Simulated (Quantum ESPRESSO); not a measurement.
## MnS: energy over the lowest, antiferro q=(0,1/2,1/2) +- against volume, fitted and tested on a withheld row

The database entry behind the starting cell differs from later determinations by our own check (an axis about 0.2 % short against later determinations), so it need not match the best structure at ambient conditions.

System: MnS, 1 Mn and 1 S in the cell, space group Fm-3m. From the study “MnS: orders under volume”.

Method: PBE with U = 4 eV on Mn d; plane waves with GBRV 1.5 PBE potentials (Quantum ESPRESSO 7.5). Settings shared by all rows: cutoff 544.23 eV, fermi-dirac occupations, smearing width 0.05 eV.

The table, with one value held back:

| volume (factor) | energy over the lowest, antiferro q=(0,1/2,1/2) +- (meV an atom) |
| --- | --- |
| 0.92 | 87.65 |
| 0.96 | 39.24 |
| 1 | ? |
| 1.04 | 0.00 |
| 1.08 | 2.33 |

What energy over the lowest, antiferro q=(0,1/2,1/2) +- should the row at volume = 1 factor hold? Fit a suitable law to the other rows.

**Law.** Energy against volume follows the Birch–Murnaghan form, which is a polynomial in the Eulerian strain: second order (which fixes B′ at 4), a parabola in t = (V/1)^(−2/3) − 1. In symbols, E = c0 + c1 t + c2 t², with energy over the lowest, antiferro q=(0,1/2,1/2) +- in meV an atom.

**Fit.** Least squares on 4 rows gives c0 = 11.2672, c1 = 718.214 and c2 = 10803.

| volume (factor) | t | computed | fit | computed − fit |
| --- | --- | --- | --- | --- |
| 0.92 | 0.057162 | 87.65 | 87.620 | 0.030 |
| 0.96 | 0.027588 | 39.24 | 39.304 | -0.064 |
| 1.04 | -0.025808 | 0.00 | -0.073 | 0.073 |
| 1.08 | -0.050013 | 2.33 | 2.369 | -0.039 |

The slope vanishes at t = -0.03324, so the minimum lies at V = 1 × (1 + t)^(−3/2) = 1.052. That is the minimum of this magnetic state alone.

**Prediction.** At volume = 1 factor, t = 0, so the law predicts 11.267 meV an atom. The computed value is 11.30 meV an atom, 0.033 above the prediction. The row lies between fitted rows, so this is an interpolation.

[Hosts, paths, dates, database ids (printed as entryN), source tags and the programs' standing remarks are cut or masked in the printed files.]

[Where a cell is said to come from a database of computed structures, the database is the Materials Project.]
